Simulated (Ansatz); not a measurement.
# SnI4O12 (P-1): band gap by G0W0 on PBE, part 3 of 3

Wanted: the gap of SnI4O12 (P-1) with a many-body correction, and the time that it takes.

Ansatz 0.2.0; PBE, then G0W0 on it, plane waves, PAW. Known limits of the many-body steps: finite bands, screening cutoff and k mesh; no spin-orbit coupling in G0W0.

So far. Step 3 (The PBE band structure): Over mesh and path the gap is 2.746 eV, from k = (0.000, -0.500, -0.500) to k = (0.250, -0.500, 0.000). The least direct gap found is 2.892 eV, at k = (-0.400, -0.400, 0.000). Step 4 (The quasiparticle correction): Over all 12 irreducible mesh points the G0W0 gap is 4.111 eV, from k = (0.000, -0.500, -0.500) to k = (0.250, -0.500, 0.000). The PBE gap of this run on the mesh is 2.746 eV.

In doubt: masses and optical values from hybrid runs of this build are listed as unsure (in some of the runs), which bears on the screening that GW takes from such a start.

## Step 5: Spin-orbit coupling in PBE

This run has two-component orbitals with spin-orbit coupling.

This step: DFT, PBE with spin-orbit coupling, plane waves, PAW; PAW set soft_1.

File input.yaml:

```yaml
crystal:
  lattice:
    - [5.0576, 0.0, 0.0]
    - [0.1062173362, 6.279901792, 0.0]
    - [0.1980229617, 0.3361895656, 8.3774187989]
  atoms:
    - { symbol: Sn, position: [0.0, 0.0, 0.5] }
    - { symbol: I, position: [0.5061148231, 0.7764667496, 0.237035738] }
    - { symbol: I, position: [0.4938851769, 0.2235332504, 0.762964262] }
    - { symbol: I, position: [0.9806449621, 0.6993687757, 0.8436912468] }
    - { symbol: I, position: [0.0193550379, 0.3006312243, 0.1563087532] }
    - { symbol: O, position: [0.782882709, 0.9590566929, 0.2966559641] }
    - { symbol: O, position: [0.217117291, 0.0409433071, 0.7033440359] }
    - { symbol: O, position: [0.3031160215, 0.7954234777, 0.4238411328] }
    - { symbol: O, position: [0.6968839785, 0.2045765223, 0.5761588672] }
    - { symbol: O, position: [0.8472236491, 0.7454330787, 0.6369154755] }
    - { symbol: O, position: [0.1527763509, 0.2545669213, 0.3630845245] }
    - { symbol: O, position: [0.8260917482, 0.4351970098, 0.8854019874] }
    - { symbol: O, position: [0.1739082518, 0.5648029902, 0.1145980126] }
    - { symbol: O, position: [0.6674548844, 0.5288324017, 0.2906575423] }
    - { symbol: O, position: [0.3325451156, 0.4711675983, 0.7093424577] }
    - { symbol: O, position: [0.7314164081, 0.8620142688, 0.9456220245] }
    - { symbol: O, position: [0.2685835919, 0.1379857312, 0.0543779755] }
kpoints:
  mp_grid: { grid: [4, 4, 4] }
  band_path:
    path:
      - [0.0, 0.0, 0.0]
      - [0.0, -0.5, 0.0]
      - [-0.5, 0.0, 0.0]
      - [0.0, 0.0, -0.5]
      - [-0.5, -0.5, -0.5]
      - [-0.5, 0.0, -0.5]
      - [0.0, -0.5, -0.5]
      - [-0.5, -0.5, 0.0]
      - [0.25, -0.5, 0.0]
      - [-0.4, -0.4, 0.0]
    npoints: 1
hamiltonian:
  xc: pbe
  pseudopotentials: { kind: paw_fr, azcp: { folder: soft_1 } }
scf:
  occupations: { method: fixed }
  n_extra_bands: 18
magnetization:
  noncollinear: true
  spin_orbit: true
output:
  eigenvalues: true
  forces: true
  stress: true
  write_density: true
  write_potential: true
  elf: true
  volumetric_format: npy
```

Run with:

```console
> ansatz run input.yaml --threads 2 --pin off --max-ram 92160MiB --backend cuda --events-out ev --progress --plain --runs-dir out --devices 1 --max-vram 13GiB
```

Numbers of over 12 decimals in the logs are rounded to 6 here.

Output:

```text
[...]
GPUs: using 1 of 1 available (devices: 1).
[...]
non-collinear run that drives no moment, with spin-orbit: no starting moment large enough to seed its density (crystal.atoms[].spin), no starting occupations that ask for one, no magnetisation constraint and no magnetic field, so the semilocal B_xc is pinned to zero
[...]
GPU FFT provider: cuFFT
GPU libraries: cuBLAS 13.8.2, cuFFT 12.4.0, cuSOLVER 12.3.4
Crystal: 17 atoms, lattice volume = 266.077 Å³
Basis set: ecut = 420 eV, 5213 PW (Γ), exchange–correlation on 72×90×120 points (8 copies of the dense FFT grid, shifted against one another)
Bands: 172, of which v1, the nominal top of the filled ones, is band 154 counted from 1 (153 counted from 0)
Symmetry: 2 space group operations + 2 with time reversal
[...]
k-points: 36 of 64
Projection manifold: j_resolved (fully-relativistic pseudo-atomic orbitals)
[...]
GPU buffer pool allocated for 97200 grid points (all kernels)
[...]
SCF iter   1: F=—  HF=-42888.669824 eV  |F-HF|=—  |Δ(HF+E_count)|=         —  Δρ=1.09e-1  dr2=4.17e1  dr2_m=0.00e0 (ungated)  ethr=3.10e-3  |M|=0.00e0 ∫|m|=0.00e0 μB  |m|>n=0.0e0 m-floor=0.0e0 τ_xc=0.0e0  β_m=0.30  ⟨swp⟩=5.0  Hψ=13847  notcnv=0  defer=452
[...]
spin=Noncollinear: Resta preconditioning applied to the charge; magnetization (m_x, m_y, m_z) channels mix plain (no charge-response kernel on spin).
[...]
site 15: m = (+0.0000, +0.0000, +0.0000) μB, |m| = 0.0000 μB  (R = 0.75 Å)
  site 16: m = (+0.0000, +0.0000, +0.0000) μB, |m| = 0.0000 μB  (R = 0.75 Å)
Free energy (F): -42878.046255 eV
[...]
Internal energy: -42878.046255 eV  (E = F + TS)
E sigma→0 (E₀):  -42878.046255 eV
Fermi energy:    5.855554 eV
[...]
--- Forces (eV/Å), atoms counted from 1 ---
  atom   1  Sn     0.00000000     0.00000000     0.00000000
  atom   2  I     -0.00515613     0.01767188    -0.03809795
  atom   3  I      0.00515613    -0.01767188     0.03809795
  atom   4  I      0.03664089     0.01716777     0.00849699
  atom   5  I     -0.03664089    -0.01716777    -0.00849699
  atom   6  O      0.01589302     0.01081690     0.00621779
  atom   7  O     -0.01589302    -0.01081690    -0.00621779
  atom   8  O     -0.01599439     0.00545838     0.03429868
[...]
atom  14  O      0.00651403    -0.01772729     0.01111376
  atom  15  O     -0.00651403     0.01772729    -0.01111376
  atom  16  O     -0.02011430     0.01578749     0.01148277
  atom  17  O      0.02011430    -0.01578749    -0.01148277
  max |Σ_I F_I| component: 0.00e0 eV/Å
--- Stress (GPa, compression-positive) ---
        2.359218      -0.129829       0.119909
       -0.129829       2.066656       0.192954
        0.119910       0.192954       2.184258
  P = ⅓ Tr σ = 2.2034 GPa (22.034 kbar)
--- Band table (eV; the first three rows and the last of 36) ---
  k-point 0: bands = [... 150 lower, 5.5393, 5.5393, 5.6185, 5.6185, 9.0280, 9.0280, 9.0407, 9.0407, ... 14 higher]
  k-point 1: bands = [... 150 lower, 5.4936, 5.4936, 5.6167, 5.6167, 8.9004, 8.9004, 9.1600, 9.1600, ... 14 higher]
  k-point 2: bands = [... 150 lower, 5.4230, 5.4230, 5.6138, 5.6138, 8.9247, 8.9247, 8.9938, 8.9938, ... 14 higher]
  k-point 35: bands = [... 150 lower, 5.4069, 5.4069, 5.7152, 5.7152, 8.7429, 8.7429, 9.4053, 9.4053, ... 14 higher]
[key lines of the parts left out:]
SCF converged after 13 iterations
Magnetization: |M| = 0.0000 μB,  M = (+0.0000, +0.0000, +0.0000) μB
```

It took 33 s on 1 × NVIDIA H100 80GB HBM3 (shared by 6 runs) with 2 threads of AMD EPYC 7R13 (Zen 3), shared host; peak memory 2.3 GiB; 46 s of CPU time.

Numbers from this step:

* pressure: 2.203 GPa
* gap: 2.703 eV
* valence top at: U
* conduction bottom at: k = (0.250, -0.500, 0.000)
* least direct gap: 2.847 eV

Over mesh and listed points the gap is 2.703 eV, from k = (0.000, -0.500, -0.500) to k = (0.250, -0.500, 0.000). The least direct gap found is 2.847 eV, at k = (-0.400, -0.400, 0.000). PBE+SOC against PBE: 2.703 − 2.746 = −0.043 eV, with the same mesh, set of files (read in its fully relativistic form for the spin-orbit run) and cutoff, and both edges at the same k points. The spin-orbit run sees mesh and listed points alone, so its gap is an upper bound: the coupling can move an edge off these points, and the change over the zone, its sign included where it is small, is not known.

## Step 6: Side by side

Each gap is the least one over the points named; times are wall times on shared hosts, not benchmarks. A G0W0 time includes the run's own self-consistent start. Runs with listed points see these and the mesh alone, so an edge that moves elsewhere is missed. Rows marked * are further runs, not shown as steps, whose inputs differ from the G0W0 step on the same start in the columns given; solver thresholds can differ too.

```tsv
level	mesh	files, cutoff	bands summed, screening	points	gap (eV)	valence top	conduction bottom	least direct gap (eV)	time
PBE	4×4×4	soft_1 PAW, 420 eV	-	mesh and path	2.746	(0.000, -0.500, -0.500)	(0.250, -0.500, 0.000)	2.892	13 s
PBE+SOC	4×4×4	soft_1 PAW, 420 eV	-	mesh and listed points	2.703	(0.000, -0.500, -0.500)	(0.250, -0.500, 0.000)	2.847	33 s
G0W0@PBE*	4×2×2	soft_1 PAW, 420 eV	241, 42 eV	all 12 irreducible mesh points	4.228	(0.000, -0.500, -0.500)	(0.250, -0.500, 0.000)	4.468	25 s
G0W0@PBE*	4×2×2	soft_1 PAW, 420 eV	542, 84 eV	all 12 irreducible mesh points	4.088	(0.000, -0.500, -0.500)	(0.250, -0.500, 0.000)	4.303	37 s
G0W0@PBE	4×2×2	soft_1 PAW, 420 eV	1077, 140 eV	all 12 irreducible mesh points	4.111	(0.000, -0.500, -0.500)	(0.250, -0.500, 0.000)	4.315	66 s
G0W0@PBE*	2×2×2	soft_1 PAW, 420 eV	542, 84 eV	all 8 irreducible mesh points	4.187	(0.000, -0.500, -0.500)	(-0.500, -0.500, 0.000)	4.304	16 s
G0W0@PBE*	4×2×2	soft_1 PAW, 420 eV	1077, 140 eV, plasmon pole	all 12 irreducible mesh points	4.139	(0.000, -0.500, -0.500)	(0.250, -0.500, 0.000)	4.358	2.5 min
```

## Step 7: Results

| Item | Value |
| --- | --- |
| PBE gap over mesh and path | 2.746 eV, from k = (0.000, -0.500, -0.500) to k = (0.250, -0.500, 0.000) |
| G0W0@PBE gap over all 12 irreducible mesh points | 4.111 eV, from k = (0.000, -0.500, -0.500) to k = (0.250, -0.500, 0.000) |
| PBE+SOC gap over mesh and listed points | 2.703 eV |
| GW settings | 4×2×2 mesh, 1000 empty bands, screening to 140 eV, PAW set soft_1 files |
| known limits | finite bands, screening cutoff and k mesh; no spin-orbit coupling in G0W0 |

**Reading.** Over all 12 irreducible mesh points the G0W0 gap is 4.111 eV, from k = (0.000, -0.500, -0.500) to k = (0.250, -0.500, 0.000). The PBE gap of this run on the mesh is 2.746 eV. The two states that bound the G0W0 gap lie that far apart at the start, so the correction of the gap is 4.111 − 2.746 = +1.365 eV. The valence state moves by 5.304 − 5.863 = −0.559 eV and the conduction state by 9.415 − 8.609 = +0.806 eV, on the run's own scale; with 241 bands the edge states move by −0.103 and +1.380 eV, so the split between the edges depends on the bands and cutoff. Both edges that PBE shows over mesh and path lie at k points where levels were corrected. Levels at other points were not corrected, so a lower G0W0 gap elsewhere in the zone is not ruled out. From 241 bands and 42 eV to 1077 bands and 140 eV the gap moves by 4.111 − 4.228 = −0.117 eV (rung by rung 4.228, 4.088, 4.111 eV); bands and screening cutoff rise together, so their parts are not told apart. The gap turns back along the series (4.228, 4.088, 4.111 eV), so no line is drawn and the limit is not known. With the 2×2×2 mesh in place of the 4×2×2 mesh and all else as in the G0W0@PBE row with 542 bands, the gap differs by 4.187 − 4.088 = +0.099 eV, and that of the start by 2.815 − 2.746 = +0.069 eV; an edge lies at another k point, so this need not be the shift of one pair of states. With the plasmon pole model in place of the contour deformation model and all else as in the G0W0@PBE row with 1077 bands, the gap differs by 4.139 − 4.111 = +0.028 eV. G0W0 on other starts in this series, not shown as steps and not all at these settings: 4.814 eV on HSE06 (4×2×2, soft_1 PAW, 1077 bands, 140 eV) and 5.032 eV on PBE0 (4×2×2, soft_1 PAW, 1077 bands, 140 eV). PBE+SOC against PBE: 2.703 − 2.746 = −0.043 eV, with the same mesh, set of files (read in its fully relativistic form for the spin-orbit run) and cutoff, and both edges at the same k points. The spin-orbit run sees mesh and listed points alone, so its gap is an upper bound: the coupling can move an edge off these points, and the change over the zone, its sign included where it is small, is not known. What spin-orbit coupling does to the G0W0 levels was not computed, so no sum with the G0W0 gap is formed. The G0W0 runs are scalar-relativistic. G0W0@PBE runs of this series with other atomic data on the same mesh, not shown as steps, give 4.161 eV (hard PAW, 930 eV, 1564 bands, screening to 182 eV); where bands and cutoffs differ too, the part of the files is not isolated.

[Paths, hosts, dates, memory and timing lines, banners, echoed tables and standing remarks are left out of the program output.]

[Logs are printed without paths, hosts, clocks, repeated set-up lines and the standing remarks that a program may print on its own settings, such as how far it seeks lower states.]

[Runs of the session that timed out or met a known fault of the program may be left out.]

[Cells called generated may have been cut or substituted from an entry of the Crystallography Open Database or the Materials Project.]

[Hosts, paths, dates, database ids (printed as entryN), source tags and the programs' standing remarks are cut or masked in the printed files.]

[Where an RPA ε∞ is given, it is that of the G0W0 mesh and is not shown converged in it. Names of k-points follow the symmetry that the program found, which can be lower than the space group named. Band edges on a path are those of the sampled points; other points can move an edge, and change direct to indirect where valleys lie close.]

[Hybrid gaps are those of their k-mesh and are not shown converged in it.]
